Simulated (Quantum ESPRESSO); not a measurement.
**MgS (F-43m): zone-centre phonons**

Aim: the zone-centre modes of MgS (F-43m).

Program: Quantum ESPRESSO 7.5. Level of theory: DFT LDA, scalar-relativistic, plane waves, GBRV ultrasoft pseudopotentials. Results are calculated unless marked as measured.

**1. Starting point**

Symmetry: F-43m, No. 216, cubic system. Conventional cell: a = 5.666 Å, b = 5.666 Å, c = 5.666 Å, α = 90.00°, β = 90.00°, γ = 90.00°. Nearest to Mg lie 4 S at 2.45 Å. Nearest to S lie 4 Mg at 2.45 Å. Farther neighbours and most contacts between anions are not listed.

**2. A probe with smearing**

A cheap run with smearing and empty bands tells whether the crystal has a gap, which decides between fixed occupations and smearing later on.

probe.in

```
&control
   calculation = 'scf'
   prefix = 'x'
   outdir = './tmp'
   pseudo_dir = './pseudo'
   tprnfor = .true.
   tstress = .true.
   verbosity = 'high'
/
&system
   ibrav = 0
   nat = 2
   ntyp = 2
   ecutwfc = 55.0
   ecutrho = 440.0
   occupations = 'smearing'
   smearing = 'gaussian'
   degauss = 0.01
/
&electrons
   conv_thr = 1.0d-07
   mixing_beta = 0.7
   electron_maxstep = 100
/
ATOMIC_SPECIES
 Mg     24.3050  Mg.upf
 S      32.0600  S.upf
CELL_PARAMETERS angstrom
    -2.833120050    0.000000000    2.833120050
     0.000000000    2.833120050    2.833120050
    -2.833120050    2.833120050    0.000000000
ATOMIC_POSITIONS crystal
 Mg     0.000000000   0.000000000   0.000000000
 S      0.750000000   0.750000000   0.750000000
K_POINTS automatic
 6 6 6 0 0 0
```

The run is started by

```
$ OMP_NUM_THREADS=1 mpirun -n 4 pw.x -nk 4 -in probe.in > probe.out
```

The log of the run:

```text
[banners, grids, parts of the stress and lines that vanish by symmetry left out]
Program PWSCF v.7.5
     Message from routine setup:
     using ibrav=0 with symmetry is DISCOURAGED, use correct ibrav instead
[...]
kinetic-energy cutoff     =      55.0000  Ry
     charge density cutoff     =     440.0000  Ry
     scf convergence threshold =      1.0E-07
[...]
Exchange-correlation=  SLA  PZ   NOGX NOGC
                           (   1   1   0   0   0   0   0)
[...]
24 Sym. Ops. (no inversion) found
[...]
(     0          1          0      )
                  (     0          0          1      )
[...]
(  0.0000000  1.0000000  0.0000000 )
                  ( -0.0000000 -0.0000000  1.0000000 )
[...]
(     1          0         -1      )
                  (     0          0         -1      )
[...]
(  0.0000000  1.0000000  0.0000000 )
[...]
(    -1          0          1      )
                  (    -1          0          0      )
[...]
( -0.0000000 -0.0000000  1.0000000 )
                  (  0.0000000 -1.0000000 -0.0000000 )
[...]
number of k points=    16  Gaussian smearing, width (Ry)=  0.0100
[...]
End of self-consistent calculation
[...]
the Fermi energy is     5.1628 ev
!    total energy              =    -149.36244542 Ry
[...]
convergence has been achieved in   6 iterations
[...]
atom    1 type  1   force =     0.00000000   -0.00000000    0.00000000
     atom    2 type  2   force =    -0.00000000    0.00000000   -0.00000000
[...]
Total force =     0.000000     Total SCF correction =     0.000000
[...]
total   stress  (Ry/bohr**3)                   (kbar)     P=      -21.80
[...]
XML data file, charge density, pseudopotentials, collected wavefunctions

   JOB DONE.
```

It took 4 s on 4 MPI ranks of AMD EPYC 9R14 (Zen 4), shared host.

This step gave:

```yaml
volume_per_atom: 22.74 Å³
pressure: -2.18 GPa
gap_on_the_k_mesh: 3.170 eV
```

A gap of 3.2 eV opens on this mesh, so the crystal is taken as an insulator; the start stands at -2.2 GPa.

**3. Relaxation**

The relaxation runs at a cutoff a fifth above that of the response, since stress converges more slowly with the basis than frequencies do. Forces and stress are brought to rest with tight thresholds.

relax.in

```
&control
   calculation = 'vc-relax'
   prefix = 'x'
   outdir = './tmp'
   pseudo_dir = './pseudo'
   tprnfor = .true.
   tstress = .true.
   forc_conv_thr = 2.0d-05
   etot_conv_thr = 1.0d-07
   nstep = 40
/
&system
   ibrav = 0
   nat = 2
   ntyp = 2
   ecutwfc = 66
   ecutrho = 528.0
   occupations = 'fixed'
   nbnd = 10
/
&electrons
   conv_thr = 1.0d-11
   mixing_beta = 0.7
   electron_maxstep = 100
/
&ions
/
&cell
   press_conv_thr = 0.2
/
ATOMIC_SPECIES
 Mg     24.3050  Mg.upf
 S      32.0600  S.upf
CELL_PARAMETERS angstrom
    -2.833120050    0.000000000    2.833120050
     0.000000000    2.833120050    2.833120050
    -2.833120050    2.833120050    0.000000000
ATOMIC_POSITIONS crystal
 Mg     0.000000000   0.000000000   0.000000000
 S      0.750000000   0.750000000   0.750000000
K_POINTS automatic
 6 6 6 0 0 0
```

The run is started by

```
$ OMP_NUM_THREADS=1 mpirun -n 4 pw.x -nk 4 -in relax.in > relax.out
```

The log of the run:

```text
[banners, grids, parts of the stress and lines that vanish by symmetry left out]
[banner, memory and clock lines left out]
Program PWSCF v.7.5

[...]
kinetic-energy cutoff     =      66.0000  Ry
     charge density cutoff     =     528.0000  Ry
     scf convergence threshold =      1.0E-11
[...]
energy convergence thresh.=      1.0E-07
     force convergence thresh. =      2.0E-05
     press convergence thresh. =      2.0E-01
     Exchange-correlation=  SLA  PZ   NOGX NOGC
                           (   1   1   0   0   0   0   0)
[...]
24 Sym. Ops. (no inversion) found
[...]
number of k points=    16
[...]
End of self-consistent calculation
[...]
highest occupied, lowest unoccupied level (ev):     2.7787    5.9496
!    total energy              =    -149.36249449 Ry
[...]
convergence has been achieved in  12 iterations
[...]
atom    1 type  1   force =    -0.00000000   -0.00000000    0.00000000
     atom    2 type  2   force =     0.00000000    0.00000000   -0.00000000
     Total force =     0.000000     Total SCF correction =     0.000000
[...]
total   stress  (Ry/bohr**3)                   (kbar)     P=      -22.18
[...]
number of bfgs steps    =   0
[...]
CELL_PARAMETERS (angstrom)
[...]
ATOMIC_POSITIONS (crystal)
Mg               0.0000000000        0.0000000000       -0.0000000000
S                0.7500000000        0.7500000000        0.7500000000
[...]
New effective cutoffs (rho, wfc):  531.16   66.50
[...]
End of self-consistent calculation
[...]
highest occupied, lowest unoccupied level (ev):     2.8716    6.0983
!    total energy              =    -149.36294252 Ry
[...]
convergence has been achieved in   6 iterations
[...]
atom    1 type  1   force =    -0.00000000   -0.00000000    0.00000000
     atom    2 type  2   force =     0.00000000    0.00000000   -0.00000000
     Total force =     0.000000     Total SCF correction =     0.000000
[...]
total   stress  (Ry/bohr**3)                   (kbar)     P=      -16.11
[...]
number of bfgs steps    =   1
[...]
CELL_PARAMETERS (angstrom)
[...]
ATOMIC_POSITIONS (crystal)
Mg               0.0000000000        0.0000000000       -0.0000000000
S                0.7500000000        0.7500000000        0.7500000000
[...]
New effective cutoffs (rho, wfc):  537.24   67.26
[...]
End of self-consistent calculation
[...]
highest occupied, lowest unoccupied level (ev):     3.0138    6.3257
!    total energy              =    -149.36333611 Ry
[...]
convergence has been achieved in   9 iterations
[...]
atom    1 type  1   force =    -0.00000000    0.00000000    0.00000000
     atom    2 type  2   force =     0.00000000   -0.00000000   -0.00000000
     Total force =     0.000000     Total SCF correction =     0.000000
[...]
total   stress  (Ry/bohr**3)                   (kbar)     P=       -6.41
[...]
number of bfgs steps    =   2
[...]
CELL_PARAMETERS (angstrom)
[...]
ATOMIC_POSITIONS (crystal)
[...]
New effective cutoffs (rho, wfc):  541.24   67.76
[...]
End of self-consistent calculation
[...]
highest occupied, lowest unoccupied level (ev):     3.1078    6.4758
!    total energy              =    -149.36340304 Ry
[...]
convergence has been achieved in   7 iterations
[...]
atom    1 type  1   force =    -0.00000000    0.00000000   -0.00000000
     atom    2 type  2   force =    -0.00000000    0.00000000    0.00000000
     Total force =     0.000000     Total SCF correction =     0.000000
[...]
total   stress  (Ry/bohr**3)                   (kbar)     P=        0.29
[...]
number of bfgs steps    =   3
[...]
CELL_PARAMETERS (angstrom)
[...]
ATOMIC_POSITIONS (crystal)
[...]
New effective cutoffs (rho, wfc):  541.06   67.74
[...]
End of self-consistent calculation
[...]
highest occupied, lowest unoccupied level (ev):     3.1037    6.4693
!    total energy              =    -149.36340369 Ry
[...]
convergence has been achieved in   5 iterations
[...]
atom    1 type  1   force =     0.00000000    0.00000000   -0.00000000
     atom    2 type  2   force =    -0.00000000   -0.00000000   -0.00000000
     Total force =     0.000000     Total SCF correction =     0.000000
[...]
total   stress  (Ry/bohr**3)                   (kbar)     P=       -0.00
[...]
number of bfgs steps    =   4
[...]
small trust_radius: resetting bfgs history
[...]
CELL_PARAMETERS (angstrom)
[...]
ATOMIC_POSITIONS (crystal)
[...]
New effective cutoffs (rho, wfc):  541.06   67.74
[...]
End of self-consistent calculation
[...]
highest occupied, lowest unoccupied level (ev):     3.1037    6.4693
!    total energy              =    -149.36340369 Ry
[...]
convergence has been achieved in   2 iterations
[...]
atom    1 type  1   force =     0.00000000   -0.00000000    0.00000000
     atom    2 type  2   force =     0.00000000    0.00000000   -0.00000000
     Total force =     0.000000     Total SCF correction =     0.000000
[...]
total   stress  (Ry/bohr**3)                   (kbar)     P=       -0.00
[...]
bfgs converged in   6 scf cycles and   5 bfgs steps
[...]
End of BFGS Geometry Optimization
     Final enthalpy           =    -149.3634036862 Ry
     File ./tmp/x.bfgs deleted, as requested
[...]
CELL_PARAMETERS (angstrom)
[...]
ATOMIC_POSITIONS (crystal)
Mg               0.0000000000        0.0000000000       -0.0000000000
S                0.7500000000        0.7500000000        0.7500000000
[...]
Final scf calculation at the relaxed structure.
[...]
kinetic-energy cutoff     =      66.0000  Ry
     charge density cutoff     =     528.0000  Ry
     scf convergence threshold =      1.0E-13
[...]
press convergence thresh. =      2.0E-01
     Exchange-correlation=  SLA  PZ   NOGX NOGC
                           (   1   1   0   0   0   0   0)
[...]
24 Sym. Ops. (no inversion) found
[...]
number of k points=    16
[...]
c_bands:  1 eigenvalues not converged
     c_bands:  1 eigenvalues not converged
[...]
End of self-consistent calculation
[...]
highest occupied, lowest unoccupied level (ev):     3.1037    6.4693
!    total energy              =    -149.36337990 Ry
[...]
convergence has been achieved in  12 iterations
[...]
atom    1 type  1   force =    -0.00000000   -0.00000000    0.00000000
     atom    2 type  2   force =     0.00000000   -0.00000000    0.00000000
     Total force =     0.000000     Total SCF correction =     0.000000
[...]
total   stress  (Ry/bohr**3)                   (kbar)     P=        0.05
[...]
XML data file, charge density, pseudopotentials, collected wavefunctions
```

It took 32 s on 4 MPI ranks; 2.1 min of CPU time.

The steps of the relaxation:

```
step  energy less that of the first step (eV)  largest force (eV/Å)  pressure (GPa)  volume (Å³)
   1                                   0.0000                0.0000           -2.22        45.48
   2                                  -0.0061                0.0000           -1.61        44.97
   3                                  -0.0115                0.0000           -0.64        44.21
   4                                  -0.0124                0.0000            0.03        43.72
   5                                  -0.0124                0.0000            0.00        43.74
   6                                  -0.0124                0.0000            0.00        43.74
   7                                  -0.0120                0.0000            0.01        43.74
```

```
conventional cell, symmetrised  before  after  change
                         a (Å)   5.666  5.593  -1.3 %
                         b (Å)   5.666  5.593  -1.3 %
                         c (Å)   5.666  5.593  -1.3 %
              volume (Å³/atom)   22.74  21.87  -3.8 %
```

Final coordinates:

```
CELL_PARAMETERS angstrom
-2.79650 0.00000 2.79650
0.00000 2.79650 2.79650
-2.79650 2.79650 0.00000
ATOMIC_POSITIONS crystal
Mg 0.00000 0.00000 0.00000
S 0.75000 0.75000 0.75000
```

The last row of the table of steps is pw.x's closing run on a basis chosen anew for the final cell, so its energy can jump.

Read from the output:

```
volume per atom   : 21.87 Å³
pressure          : 0.005 GPa
gap on the k-mesh : 3.366 eV
```

The volume changes by -3.8 % from the cell with which this run began.

**4. Ground state**

The response is built on this ground state, so it is converged far tighter than an energy would need. With a gap, occupations are fixed, which also allows the response to an electric field.

scf.in

```
&control
   calculation = 'scf'
   prefix = 'x'
   outdir = './tmp'
   pseudo_dir = './pseudo'
   tprnfor = .true.
   tstress = .true.
/
&system
   ibrav = 0
   nat = 2
   ntyp = 2
   ecutwfc = 55.0
   ecutrho = 440.0
   occupations = 'fixed'
   nbnd = 10
/
&electrons
   conv_thr = 1.0d-12
   mixing_beta = 0.7
   electron_maxstep = 100
/
ATOMIC_SPECIES
 Mg     24.3050  Mg.upf
 S      32.0600  S.upf
CELL_PARAMETERS angstrom
    -2.796498630    0.000000000    2.796498630
     0.000000000    2.796498630    2.796498630
    -2.796498630    2.796498630    0.000000000
ATOMIC_POSITIONS crystal
 Mg     0.000000000   0.000000000   0.000000000
 S      0.750000000   0.750000000   0.750000000
K_POINTS automatic
 8 8 8 0 0 0
```

The run is started by

```
$ OMP_NUM_THREADS=1 mpirun -n 4 pw.x -nk 4 -in scf.in > scf.out
```

The log of the run:

```text
[banners, grids, parts of the stress and lines that vanish by symmetry left out]
[banner, memory and clock lines left out]
Program PWSCF v.7.5

[...]
kinetic-energy cutoff     =      55.0000  Ry
     charge density cutoff     =     440.0000  Ry
     scf convergence threshold =      1.0E-12
[...]
Exchange-correlation=  SLA  PZ   NOGX NOGC
                           (   1   1   0   0   0   0   0)
[...]
24 Sym. Ops. (no inversion) found
[...]
number of k points=    29
[...]
End of self-consistent calculation
[...]
highest occupied, lowest unoccupied level (ev):     3.1029    6.4690
!    total energy              =    -149.36338104 Ry
[...]
convergence has been achieved in  13 iterations
[...]
atom    1 type  1   force =    -0.00000000    0.00000000    0.00000000
     atom    2 type  2   force =     0.00000000   -0.00000000   -0.00000000
     Total force =     0.000000     Total SCF correction =     0.000000
[...]
total   stress  (Ry/bohr**3)                   (kbar)     P=        0.21
[...]
XML data file, charge density, pseudopotentials, collected wavefunctions
```

Wall time 6.4 s (4 MPI ranks).

Numbers from this step:

| Property | Result |
| --- | --- |
| pressure | 0.021 GPa |

The cell stands at 0.021 GPa, close enough for phonons.

(Continued in part 2 of 2.)

[Host names and launcher messages were left out of these logs when they were recorded.]

[Logs are printed without paths, hosts, clocks, repeated set-up lines and the standing remarks that a program may print on its own settings, such as how far it seeks lower states.]

[Hosts, paths, dates, database ids (printed as entryN), source tags and the programs' standing remarks are cut or masked in the printed files.]
